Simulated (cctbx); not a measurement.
# Resonant diffraction in Cd3BiAs

Space group Pm-3m (no. 221), a = 5.0160 Å, b = 5.0160 Å, c = 5.0160 Å, α = 90.00°, β = 90.00°, γ = 90.00°.

```csv
atom,mult.,x,y,z,Ueq (Å²)
Bi1,1,0,0,0,0.0091
Cd1,3,1/2,1/2,0,0.0116
As1,1,1/2,1/2,1/2,0.0143
```

The model was made for the exercise: a known structure type with other elements put in, its volume estimated, not relaxed; displacement parameters are assumed.

Calculated with cctbx: free-atom f′ and f″ from the Sasaki tables, no fine structure; amplitudes in electrons.

```csv
E (eV),F 1 0 3,F 0 1 0,F 1 1 3,F 1 0 1
11267,39.2,2.1,118.5,51.7
11617,38.1,2.0,118.7,50.6
11747,37.4,2.1,119.1,49.7
11807,36.7,2.4,119.7,49.0
11837,36.0,2.8,120.2,48.3
11852,35.4,3.4,120.8,47.5
11859,34.8,3.9,121.4,46.9
11863,34.2,4.5,122.0,46.2
11871,34.3,4.5,122.0,46.3
11875,35.0,3.7,121.3,47.1
11882,35.7,3.1,120.6,47.8
11897,36.3,2.4,119.9,48.5
11927,37.0,1.8,119.2,49.2
12017,37.8,1.3,118.1,50.1
12267,38.4,1.9,116.7,50.8
```

**Question.** Which edge is crossed, and why do the reflections move as they do?

The K edge of As. The edge is at 11867 eV. f′ of As falls from -4.2 e at 11747 eV to -7.6 e at 4 eV below it, and f″ steps from 0.50 to 3.86 e across it. Over that approach |F| changes by -9 % (1 0 3), +114 % (0 1 0), +2 % (1 1 3) and -7 % (1 0 1): a reflection falls where As scatters in phase with the total and rises where it scatters against it; it hardly moves where the As term is small or cancels by symmetry. Above the edge the larger f″ enters the imaginary part, where it can add to or cancel the other atoms' f″. The structure is centrosymmetric, so Friedel mates stay equal.

[Logs are printed without paths, hosts, clocks, repeated set-up lines and the standing remarks that a program may print on its own settings, such as how far it seeks lower states.]
